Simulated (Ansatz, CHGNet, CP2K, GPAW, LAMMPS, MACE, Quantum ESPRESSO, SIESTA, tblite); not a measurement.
## Glassy 69SiO2-10CaO-10Na2O-10BaO (mol %) (81 atoms): runs against a plane-wave reference

Density of this cell: 2.93 g/cm³. The cell holds 81 atoms: 20 Si, 3 Ca, 6 Na, 3 Ba and 49 O. Cell: a = 10.453 Å, b = 10.453 Å, c = 10.453 Å, α = 90.0°, β = 90.0°, γ = 90.0°. 81 atoms (20 Si, 3 Ca, 6 Na, 3 Ba, 49 O) placed at random at 2.8 g/cm³, melted at 4000 K for 10 ps at fixed volume with the Morse and Coulomb pair potential with partial charges (Pedone, Malavasi, Menziani, Cormack and Segre, J. Phys. Chem. B 110, 11780 (2006)). Quenched from 4000 K to 300 K at 8 K/ps and fixed volume, held 10 ps at zero pressure.

Geometry: as built.

The reference, a calculation:

| Item | Value |
| --- | --- |
| method | Kohn-Sham DFT, PBE, SSSP efficiency 1.3.0 pseudopotentials, plane waves (Quantum ESPRESSO 7.5); sssp-pbe-1.3.0-efficiency, cutoffs 60/480 Ry, Γ point |
| r.m.s. force component | 1.324 eV/Å |
| longest force | 5.525 eV/Å |
| pressure | 5.761 GPa |
| gap (highest filled to lowest empty level) | 2.945 eV |
| time | 4.1 min on 4 MPI ranks of Arm Neoverse V2, shared host |
| CPU time | 16 min |

**Question.** The same geometry is run in other programs. How far does each lie from the reference, and what does it cost?
- CHGNet 0.3.0 potential (CHGNet 0.3.0; 1 thread)
- SIESTA PBE, TZP, shift 0.01 Ry, mesh 500 Ry (SIESTA 5.4.2; 4 MPI ranks)
- CP2K PBE, SZV-MOLOPT-SR, 800/50 Ry, TRS4 filter 1e-06, SCF 1e-06 (CP2K 2026.2; 2 threads)
- SIESTA PBE, SZ, shift 0.01 Ry, mesh 500 Ry (SIESTA 5.4.2; 1 thread)
- CP2K PBE, DZVP-MOLOPT-SR, 800/70 Ry, OT CG (CP2K 2026.2; 4 MPI ranks)
- CP2K PBE, DZVP-MOLOPT-SR, 560/50 Ry, OT CG (CP2K 2026.2; 4 MPI ranks)
- QE PBE, gbrv-1.5, 40/200 Ry (Quantum ESPRESSO 7.5; 2 MPI ranks)
- CP2K PBE, DZVP-MOLOPT-SR, 280/50 Ry, OT CG (CP2K 2026.2; 2 threads)
- GPAW LDA, LCAO dzp, h 0.18 Å (GPAW 26.7.0; 1 thread)
- GPAW PBE, LCAO dzp, h 0.18 Å (GPAW 26.7.0; 1 thread)

Differences are against the plane-wave reference, forces as r.m.s. over components; share is that over the reference's r.m.s. force, slope the least-squares factor from reference forces to these. Total energies of different programs have different zeros and aren't compared.

```
                                                                      run  Δ force, r.m.s. (meV/Å)  share (%)  slope  Δ pressure (GPa)  Δ gap (eV)  cores  CPU time  memory (GiB)
                                                                reference                        -          -      -                 -           -      4    16 min           3.7
                                                   CHGNet 0.3.0 potential                      131       9.91  0.963           -0.0498           -      1     3.6 s           1.1
                              SIESTA PBE, TZP, shift 0.01 Ry, mesh 500 Ry                      176       13.3  1.060              1.10      -0.466      4   6.5 min           2.9
CP2K PBE, SZV-MOLOPT-SR, 800/50 Ry, TRS4 filter 1e-06, SCF 1e-06 (coarse)                     1118       84.5  1.583              20.3           -      2      67 s           2.2
                      SIESTA PBE, SZ, shift 0.01 Ry, mesh 500 Ry (coarse)                     1208       91.3  1.636              15.6       -1.49      1      83 s          0.88
                               CP2K PBE, DZVP-MOLOPT-SR, 800/70 Ry, OT CG                      147       11.1  0.961           -0.0493      -0.129      4    15 min           4.0
                      CP2K PBE, DZVP-MOLOPT-SR, 560/50 Ry, OT CG (coarse)                      172       13.0  0.961           -0.0359      -0.140      4    10 min           3.0
                                              QE PBE, gbrv-1.5, 40/200 Ry                     33.5       2.53  0.982             0.032        0.01      2   4.4 min           1.6
                      CP2K PBE, DZVP-MOLOPT-SR, 280/50 Ry, OT CG (coarse)                     3720        281  0.927             0.248      -0.157      2   6.6 min           0.9
                                             GPAW LDA, LCAO dzp, h 0.18 Å                      203       15.3  1.105                 -      -0.268      1   4.8 min           2.1
                                             GPAW PBE, LCAO dzp, h 0.18 Å                      343       25.9  1.184                 -      -0.118      1     5 min           2.1
```

Rows marked coarse were listed beforehand as settings not expected to be converged; some can still land near the reference.

Times of the machine-learned potentials are mostly Python's start and the loading of weights.

CPU time is summed over cores on a shared host, where runs went side by side, so it is rough. Symmetry, cutoffs, thresholds, outputs and thread counts weren't matched or tuned between programs; memory under MPI is the largest rank's times the ranks.

PBE on plane waves or a grid with other potentials, cutoffs or grids, coarse settings apart, differs from the reference by 2.5 % (QE PBE, gbrv-1.5, 40/200 Ry) of the r.m.s. force; this holds the reference's own error, so differences of a few per cent don't tell which side is nearer the exact PBE result. The PBE runs in local orbitals, coarse settings apart, differ by 11 % (CP2K PBE, DZVP-MOLOPT-SR, 800/70 Ry, OT CG) to 26 % (GPAW PBE, LCAO dzp, h 0.18 Å); basis, grid and potentials can all enter. Machine-learned potentials differ by 9.9 % (CHGNet 0.3.0 potential); they were trained on other programs' data. Rows with another functional or a dispersion term differ by 15 % (GPAW LDA, LCAO dzp, h 0.18 Å), which mixes the change of model with differences of basis and potentials. Machine-learned potentials mimic data converged in k, so the reference's own k-point error enters their differences. The network of bonds at the start is that of the classical potential that made the cell, and needn't be the one that DFT or experiment would give. The electronic-structure runs sample only Γ, in a cell whose shortest periodic width is 10 Å.

[Logs are printed without paths, hosts, clocks, repeated set-up lines and the standing remarks that a program may print on its own settings, such as how far it seeks lower states.]

[Hosts, paths, dates, database ids (printed as entryN), source tags and the programs' standing remarks are cut or masked in the printed files.]
